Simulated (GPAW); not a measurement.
# The Al K excitation threshold of AlCo (Pm-3m) under uniform strain

For each volume the threshold was computed as E(hole, excited electron kept) − E(ground) (GPAW, LDA, 16-atom cell, total energies on 4×4×4 k points, hole spin-polarised). The values are raw; only their change is used. The threshold is the spectrum's zero, where absorption may be weak, not the visible edge.

| volume | ln(V/V₀) | threshold (eV) |
| --- | --- | --- |
| V × 0.94 | -0.06188 | ? |
| V × 0.97 | -0.03046 | 1549.067 |
| V × 1 | +0.00000 | 1549.150 |
| V × 1.03 | +0.02956 | 1549.230 |
| V × 1.06 | +0.05827 | 1549.308 |

**Question.** Fit a straight line in ln(V/V₀), give its slope, and predict the threshold at V × 0.94.

The means of the given rows are x̄ = +0.01434 and Ē = 1549.189 eV. Σ(x − x̄)(E − Ē) = 0.01188 and Σ(x − x̄)² = 0.004374, so the slope is +2.72 eV, and the line passes the given rows within 0.000 eV. At x = -0.06188 it gives 1549.189 + (+2.72) × (-0.07622) = 1548.982 eV. The run gives 1548.983 eV, a miss of -0.001 eV over a total move of +0.325 eV. The slope is the clamped-ion volume deformation potential of the Fermi level against the Al 1s level, with the hole's relaxation included: the threshold rises by 0.027 eV for 1 % of expansion. The excited electron's band filling changes with volume too and isn't taken out.

[Hosts, paths, dates, database ids (printed as entryN), source tags and the programs' standing remarks are cut or masked in the printed files.]

[Lists of maxima count a maximum above −3 eV only where it reaches 4 % of the highest in the window and stands out from its surroundings by 2 % of it (1.5 % where it reaches 55 %); shoulders and weaker maxima are passed over, and of the rest the first, up to two pre-edge ones and the few strongest are named.]
